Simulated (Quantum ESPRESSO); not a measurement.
# Band edges of SiC(110) under the vacuum level, part 5 of 6

How deep do the band edges lie under the vacuum at SiC(110), and what does relaxation change?

Quantum ESPRESSO 7.5; plane-wave DFT, PBE, GBRV ultrasoft pseudopotentials.

So far. Step 8 (Planar and running averages): Where the running mean is not flat inside, average.x's window, rounded to the grid, doesn't match the spacings there. Step 9 (Projected density of states of the relaxed slab): The atomic orbitals miss 1.1 % of the occupied states; for empty states the projections can miss much more.

## 10. Ground state of the bulk crystal

The bulk crystal in a cell of two such layers; its band edges will be hung on the mean potential.

System of this step: SiC, zinc blende at a = 4.38 Å. It takes space group F-43m (No. 216, cubic). The conventional cell has a = 4.380 Å, b = 4.380 Å, c = 4.380 Å, α = 90.00°, β = 90.00°, γ = 90.00°. Nearest to Si lie 4 C at 1.90 Å. C has 4 Si at 1.90 Å nearest. Farther neighbours are not listed.

a.in

```
&control
  prefix = 'a'
  outdir = './out'
  pseudo_dir = './pseudo'
  calculation = 'scf'
  tprnfor = .true.
/
&system
  ibrav = 0
  nat = 4
  ntyp = 2
  ecutwfc = 40
  ecutrho = 200
  occupations = 'smearing'
  smearing = 'fd'
  degauss = 0.002
/
&electrons
  conv_thr = 1e-08
  mixing_beta = 0.4
  electron_maxstep = 120
/
ATOMIC_SPECIES
  Si  28.0850  si_pbe_v1.uspp.F.UPF
  C   12.0110  c_pbe_v1.2.uspp.F.UPF
CELL_PARAMETERS angstrom
  4.38000000000000 0.00000000000000 0.00000000000000
  0.00000000000000 3.09712770159708 0.00000000000000
  0.00000000000000 0.00000000000000 3.09712770159708
ATOMIC_POSITIONS crystal
  Si  0.000000000000 0.000000000000 0.000000000000
  C   0.250000000000 0.500000000000 0.000000000000
  Si  0.500000000000 0.500000000000 0.500000000000
  C   0.750000000000 0.000000000000 0.500000000000
K_POINTS automatic
  6 8 8 0 0 0
```

Launch:

```console
> OMP_NUM_THREADS=1 mpirun -n 4 pw.x -nk 4 -in a.in > a.out
```

The log of the run:

```text
[banner, memory and clock lines left out]
Program PWSCF v.7.5 starts

          URL

     Found identity + ( -0.5000 -0.5000 -0.5000) symmetry
     This is a supercell, fractional translations are disabled
     Message from routine setup:
     using ibrav=0 with symmetry is DISCOURAGED, use correct ibrav instead

     G-vector sticks info

     bravais-lattice index     =            0
     lattice parameter (alat)  =       8.2770  a.u.
     unit-cell volume          =     283.5234 (a.u.)^3
     number of atoms/cell      =            4
     number of atomic types    =            2
     number of electrons       =        16.00
     number of Kohn-Sham states=           12
     kinetic-energy cutoff     =      40.0000  Ry
     charge density cutoff     =     200.0000  Ry
     scf convergence threshold =      1.0E-08
     mixing beta               =       0.4000
     number of iterations used =            8  plain     mixing
     Exchange-correlation= SLA  PW   PBE  PBE
                           (   1   4   3   4   0   0   0)

     celldm(1)=   8.277000  celldm(2)=   0.000000  celldm(3)=   0.000000
     celldm(4)=   0.000000  celldm(5)=   0.000000  celldm(6)=   0.000000

     crystal axes: (cart. coord. in units of alat)
               a(1) = (   1.000000   0.000000   0.000000 )
               a(2) = (   0.000000   0.707107   0.000000 )
               a(3) = (   0.000000   0.000000   0.707107 )

     reciprocal axes: (cart. coord. in units 2 pi/alat)
               b(1) = (  1.000000  0.000000  0.000000 )
               b(2) = (  0.000000  1.414214  0.000000 )
               b(3) = (  0.000000  0.000000  1.414214 )

     PseudoPot. # 1 for Si read from file:
     ./pseudo/si_pbe_v1.uspp.F.UPF
     Pseudo is Ultrasoft + core correction, Zval =  4.0
     Generated by new atomic code, or converted to UPF format
     Using radial grid of  899 points,  6 beta functions with:
                l(1) =   0
                l(2) =   0
                l(3) =   1
                l(4) =   1
                l(5) =   2
                l(6) =   2
     Q(r) pseudized with  8 coefficients,  rinner =    0.900   0.900   0.900
                                                       0.900   0.900

     PseudoPot. # 2 for C  read from file:
     ./pseudo/c_pbe_v1.2.uspp.F.UPF
     Pseudo is Ultrasoft + core correction, Zval =  4.0
     Generated by new atomic code, or converted to UPF format
     Using radial grid of  721 points,  4 beta functions with:
                l(1) =   0
                l(2) =   0
                l(3) =   1
                l(4) =   1
     Q(r) pseudized with  8 coefficients,  rinner =    1.100   1.100   1.100

     atomic species   valence    mass     pseudopotential
     Si                4.00    28.08500     Si( 1.00)
     C                 4.00    12.01100     C ( 1.00)

      8 Sym. Ops. (no inversion) found

   Cartesian axes

     site n.     atom                  positions (alat units)
         1        Si     tau(   1) = (   0.0000000   0.0000000   0.0000000  )
         2        C      tau(   2) = (   0.2500000   0.3535534   0.0000000  )
         3        Si     tau(   3) = (   0.5000000   0.3535534   0.3535534  )
         4        C      tau(   4) = (   0.7500000   0.0000000   0.3535534  )

     number of k points=    60  Fermi-Dirac smearing, width (Ry)=  0.0020
                       cart. coord. in units 2pi/alat
        k(    1) = (   0.0000000   0.0000000   0.0000000), wk =   0.0052083
        k(    2) = (   0.0000000   0.0000000   0.1767767), wk =   0.0208333
        k(    3) = (   0.0000000   0.0000000   0.3535534), wk =   0.0208333
        k(    4) = (   0.0000000   0.0000000   0.5303301), wk =   0.0208333
        k(    5) = (   0.0000000   0.0000000  -0.7071068), wk =   0.0104167
        k(    6) = (   0.0000000   0.1767767   0.1767767), wk =   0.0208333
        k(    7) = (   0.0000000   0.1767767   0.3535534), wk =   0.0416667
        k(    8) = (   0.0000000   0.1767767   0.5303301), wk =   0.0416667
        k(    9) = (   0.0000000   0.1767767  -0.7071068), wk =   0.0208333
        k(   10) = (   0.0000000   0.3535534   0.3535534), wk =   0.0208333
        k(   11) = (   0.0000000   0.3535534   0.5303301), wk =   0.0416667
        k(   12) = (   0.0000000   0.3535534  -0.7071068), wk =   0.0208333
        k(   13) = (   0.0000000   0.5303301   0.5303301), wk =   0.0208333
        k(   14) = (   0.0000000   0.5303301  -0.7071068), wk =   0.0208333
        k(   15) = (   0.0000000  -0.7071068  -0.7071068), wk =   0.0052083
        k(   16) = (   0.1666667   0.0000000   0.0000000), wk =   0.0104167
        k(   17) = (   0.1666667   0.0000000   0.1767767), wk =   0.0416667
        k(   18) = (   0.1666667   0.0000000   0.3535534), wk =   0.0416667
        k(   19) = (   0.1666667   0.0000000   0.5303301), wk =   0.0416667
        k(   20) = (   0.1666667   0.0000000  -0.7071068), wk =   0.0208333
        k(   21) = (   0.1666667   0.1767767   0.1767767), wk =   0.0416667
        k(   22) = (   0.1666667   0.1767767   0.3535534), wk =   0.0833333
        k(   23) = (   0.1666667   0.1767767   0.5303301), wk =   0.0833333
        k(   24) = (   0.1666667   0.1767767  -0.7071068), wk =   0.0416667
        k(   25) = (   0.1666667   0.3535534   0.3535534), wk =   0.0416667
        k(   26) = (   0.1666667   0.3535534   0.5303301), wk =   0.0833333
        k(   27) = (   0.1666667   0.3535534  -0.7071068), wk =   0.0416667
        k(   28) = (   0.1666667   0.5303301   0.5303301), wk =   0.0416667
        k(   29) = (   0.1666667   0.5303301  -0.7071068), wk =   0.0416667
        k(   30) = (   0.1666667  -0.7071068  -0.7071068), wk =   0.0104167
        k(   31) = (   0.3333333   0.0000000   0.0000000), wk =   0.0104167
        k(   32) = (   0.3333333   0.0000000   0.1767767), wk =   0.0416667
        k(   33) = (   0.3333333   0.0000000   0.3535534), wk =   0.0416667
        k(   34) = (   0.3333333   0.0000000   0.5303301), wk =   0.0416667
        k(   35) = (   0.3333333   0.0000000  -0.7071068), wk =   0.0208333
        k(   36) = (   0.3333333   0.1767767   0.1767767), wk =   0.0416667
        k(   37) = (   0.3333333   0.1767767   0.3535534), wk =   0.0833333
        k(   38) = (   0.3333333   0.1767767   0.5303301), wk =   0.0833333
        k(   39) = (   0.3333333   0.1767767  -0.7071068), wk =   0.0416667
        k(   40) = (   0.3333333   0.3535534   0.3535534), wk =   0.0416667
        k(   41) = (   0.3333333   0.3535534   0.5303301), wk =   0.0833333
        k(   42) = (   0.3333333   0.3535534  -0.7071068), wk =   0.0416667
[...]
13.6848  15.0324  16.7957  17.2607

          k = 0.1667 0.1768 0.5303 (  1214 PWs)   bands (ev):

    -3.9074  -1.7043   1.8176   3.9298   4.9838   6.7114   7.2287   7.8800
    14.3824  14.5030  16.8067  16.9502

          k = 0.1667 0.1768-0.7071 (  1210 PWs)   bands (ev):

    -2.7349  -2.7349   2.5080   2.5080   6.0067   6.0067   7.4085   7.4086
    14.4845  14.4845  16.6658  16.6658

          k = 0.1667 0.3536 0.3536 (  1212 PWs)   bands (ev):

    -4.2654  -1.2115   2.3440   4.0135   5.3120   5.7343   6.8953   7.7504
    13.9264  14.3626  16.1412  17.7116

          k = 0.1667 0.3536 0.5303 (  1216 PWs)   bands (ev):

    -3.3475  -1.3083   2.0824   3.9667   4.2989   6.2206   6.4251   7.0089
    13.0211  13.4822  15.8312  17.4514

          k = 0.1667 0.3536-0.7071 (  1214 PWs)   bands (ev):

    -2.2196  -2.2195   2.6655   2.6655   5.3185   5.3185   6.7305   6.7306
    12.8097  12.8097  16.4541  16.4541

          k = 0.1667 0.5303 0.5303 (  1218 PWs)   bands (ev):

    -2.4746  -0.9908   1.9245   3.2557   4.1464   5.9457   6.2719   6.3864
    12.1303  12.1997  14.7941  16.1164

          k = 0.1667 0.5303-0.7071 (  1224 PWs)   bands (ev):

    -1.4809  -1.4809   2.2119   2.2119   5.0232   5.0232   6.3622   6.3623
    11.7491  11.7491  14.9781  14.9781

          k = 0.1667-0.7071-0.7071 (  1224 PWs)   bands (ev):

    -1.0054  -1.0054   1.6610   1.6610   5.6519   5.6519   5.6714   5.6715
    11.4904  11.4904  14.3381  14.3381

          k = 0.3333 0.0000 0.0000 (  1204 PWs)   bands (ev):

    -5.2969  -3.2676   4.2280   6.6855   6.6855   7.4715   8.1719   8.1719
    11.9057  14.4316  14.7393  16.4776

          k = 0.3333 0.0000 0.1768 (  1201 PWs)   bands (ev):

    -5.1024  -3.1047   3.8483   6.2077   6.2821   6.8192   8.2375   8.5276
    12.5414  15.1993  15.3094  16.6588

          k = 0.3333 0.0000 0.3536 (  1210 PWs)   bands (ev):

    -4.5323  -2.6693   2.5194   4.3853   6.1638   7.1925   8.3759   8.6048
    13.4492  15.0980  16.7885  17.2020

          k = 0.3333 0.0000 0.5303 (  1212 PWs)   bands (ev):

    -3.6451  -2.2613   1.2325   2.5773   6.7463   7.7092   8.2651   8.4181
    14.3851  14.7802  16.6364  16.6992

          k = 0.3333 0.0000-0.7071 (  1204 PWs)   bands (ev):

    -2.6557  -2.6557   1.2823   1.2823   7.5513   7.5514   8.1867   8.1868
    14.9250  14.9250  16.2006  16.2006

          k = 0.3333 0.1768 0.1768 (  1206 PWs)   bands (ev):

    -4.9087  -2.9429   3.6866   5.7245   5.9762   6.7572   7.3326   8.9199
    13.3598  15.9293  15.9493  16.5835

          k = 0.3333 0.1768 0.3536 (  1210 PWs)   bands (ev):

    -4.3414  -2.5104   2.6418   4.4609   5.4867   7.0512   7.2284   8.7325
    14.3235  15.6682  16.7343  16.9053

          k = 0.3333 0.1768 0.5303 (  1204 PWs)   bands (ev):

    -3.4600  -2.1031   1.4067   2.7160   6.0888   7.4600   7.4836   8.0649
    14.6213  14.8805  16.2857  16.3949

          k = 0.3333 0.1768-0.7071 (  1204 PWs)   bands (ev):

    -2.4831  -2.4831   1.4468   1.4468   6.9970   6.9970   7.7087   7.7088
    14.4722  14.4722  16.4961  16.4961

          k = 0.3333 0.3536 0.3536 (  1214 PWs)   bands (ev):

    -3.7833  -2.0850   2.6906   4.2725   4.2923   5.9331   7.1694   8.1767
    14.2610  15.2222  16.9354  17.5617

          k = 0.3333 0.3536 0.5303 (  1215 PWs)   bands (ev):

    -2.9225  -1.6716   1.8717   3.0309   4.5312   5.8834   7.2587   7.2858
    13.4466  14.2371  16.9515  18.1022

          k = 0.3333 0.3536-0.7071 (  1228 PWs)   bands (ev):

    -1.9914  -1.9914   1.8795   1.8795   5.4428   5.4428   7.0711   7.0712
    13.4438  13.4438  17.4710  17.4711

          k = 0.3333 0.5303 0.5303 (  1213 PWs)   bands (ev):

    -2.1107  -1.1904   2.1581   2.9139   3.6809   4.9638   6.1902   6.7649
    12.8668  13.7532  16.6476  17.7542

          k = 0.3333 0.5303-0.7071 (  1218 PWs)   bands (ev):

    -1.3072  -1.3072   2.1968   2.1968   4.3997   4.3997   6.0257   6.0257
    13.1685  13.1685  16.8276  16.8276

          k = 0.3333-0.7071-0.7071 (  1216 PWs)   bands (ev):

    -0.8936  -0.8936   2.0161   2.0161   4.8184   4.8184   4.9417   4.9417
    13.2541  13.2541  16.2766  16.2766

          k =-0.5000 0.0000 0.0000 (  1184 PWs)   bands (ev):

    -4.4296  -4.4296   5.9264   5.9265   7.3544   7.3544   7.3545   7.3545
    13.2863  13.2863  15.5465  15.5465

          k =-0.5000 0.0000 0.1768 (  1212 PWs)   bands (ev):

    -4.2456  -4.2456   5.0731   5.0731   7.4087   7.4087   7.4625   7.4626
    13.8628  13.8628  16.2683  16.2683

          k =-0.5000 0.0000 0.3536 (  1218 PWs)   bands (ev):

    -3.7175  -3.7175   3.3045   3.3045   7.6858   7.6858   7.7461   7.7461
    14.6049  14.6049  16.7566  16.7567

          k =-0.5000 0.0000 0.5303 (  1198 PWs)   bands (ev):

    -2.9668  -2.9668   1.6217   1.6217   8.0454   8.0454   8.0700   8.0701
    14.8041  14.8041  16.2355  16.2356

          k =-0.5000 0.0000-0.7071 (  1220 PWs)   bands (ev):

    -2.4953  -2.4953   0.8187   0.8187   8.2197   8.2197   8.2197   8.2198
    14.5753  14.5753  16.4418  16.4418

          k =-0.5000 0.1768 0.1768 (  1216 PWs)   bands (ev):

    -4.0625  -4.0625   4.8066   4.8066   6.4376   6.4377   8.0018   8.0018
    14.5900  14.5901  16.7910  16.7910

          k =-0.5000 0.1768 0.3536 (  1218 PWs)   bands (ev):

    -3.5375  -3.5375   3.4108   3.4108   6.3445   6.3445   8.2108   8.2109
    15.2729  15.2729  16.5118  16.5118

          k =-0.5000 0.1768 0.5303 (  1204 PWs)   bands (ev):

    -2.7931  -2.7931   1.7882   1.7882   6.8650   6.8651   8.1544   8.1544
    15.0107  15.0107  16.3749  16.3749

          k =-0.5000 0.1768-0.7071 (  1208 PWs)   bands (ev):

    -2.3278  -2.3278   1.0004   1.0004   7.2951   7.2952   7.9273   7.9273
    14.9191  14.9191  15.9446  15.9446

          k =-0.5000 0.3536 0.3536 (  1204 PWs)   bands (ev):

    -3.0231  -3.0231   3.3656   3.3656   4.9754   4.9754   8.0919   8.0919
    14.7520  14.7521  17.9121  17.9123

          k =-0.5000 0.3536 0.5303 (  1210 PWs)   bands (ev):

    -2.2995  -2.2995   2.2291   2.2291   5.1413   5.1413   7.5269   7.5269
    14.4125  14.4126  17.0728  17.0728

          k =-0.5000 0.3536-0.7071 (  1204 PWs)   bands (ev):

    -1.8541  -1.8541   1.5115   1.5115   5.5869   5.5869   7.0324   7.0324
    14.4918  14.4918  16.4459  16.4459

          k =-0.5000 0.5303 0.5303 (  1228 PWs)   bands (ev):

    -1.6163  -1.6163   2.4747   2.4747   4.0727   4.0728   6.4697   6.4697
    14.2795  14.2795  17.5374  17.5375

          k =-0.5000 0.5303-0.7071 (  1220 PWs)   bands (ev):

    -1.2085  -1.2085   2.1358   2.1359   4.2754   4.2754   5.7350   5.7350
    14.3838  14.3838  17.4160  17.4161

          k =-0.5000-0.7071-0.7071 (  1232 PWs)   bands (ev):

    -0.8335  -0.8335   2.2702   2.2702   4.3513   4.3514   4.6422   4.6422
    14.4613  14.4613  18.5605  18.5606

     the Fermi energy is     9.8079 ev

!    total energy              =     -42.23443180 Ry
     estimated scf accuracy    <          1.5E-09 Ry
     smearing contrib. (-TS)   =      -0.00000000 Ry
     internal energy E=F+TS    =     -42.23443180 Ry

     The total energy is F=E-TS. E is the sum of the following terms:
     one-electron contribution =      10.92201459 Ry
     hartree contribution      =       4.69136270 Ry
     xc contribution           =     -16.19563352 Ry
     ewald contribution        =     -41.65217557 Ry

     convergence has been achieved in  12 iterations

     Forces acting on atoms (cartesian axes, Ry/au):

     atom    1 type  1   force =     0.00000000    0.00000000    0.00000000
     atom    2 type  2   force =    -0.00000026    0.00000000    0.00000000
     atom    3 type  1   force =     0.00000000    0.00000000    0.00000000
     atom    4 type  2   force =     0.00000026    0.00000000    0.00000000

     Total force =     0.000000     Total SCF correction =     0.000001
     SCF correction compared to forces is large: reduce conv_thr to get better values

     XML data file, charge density, pseudopotentials, collected wavefunctions

                                        0.00s GPU  (     648 calls)
```

It took 4.1 s on 4 MPI ranks of Arm Neoverse V2, shared host; peak memory 0.25 GiB; 16 s of CPU time.

This step gave:

- free energy: -574.6287 eV
- Fermi energy: 9.808 eV

The run needed 12 iterations to bring the estimated error under 1e-08 Ry.

[end of part 5 of 6]

[Logs are printed without paths, hosts, clocks, repeated set-up lines and the standing remarks that a program may print on its own settings, such as how far it seeks lower states.]

[Hosts, paths, dates, database ids (printed as entryN), source tags and the programs' standing remarks are cut or masked in the printed files.]

[Maps of the electrostatic potential energy from Ansatz leave out the sawtooth potential of an applied field or a dipole correction, so their vacuum need not be flat; planar profiles and work functions include it.]
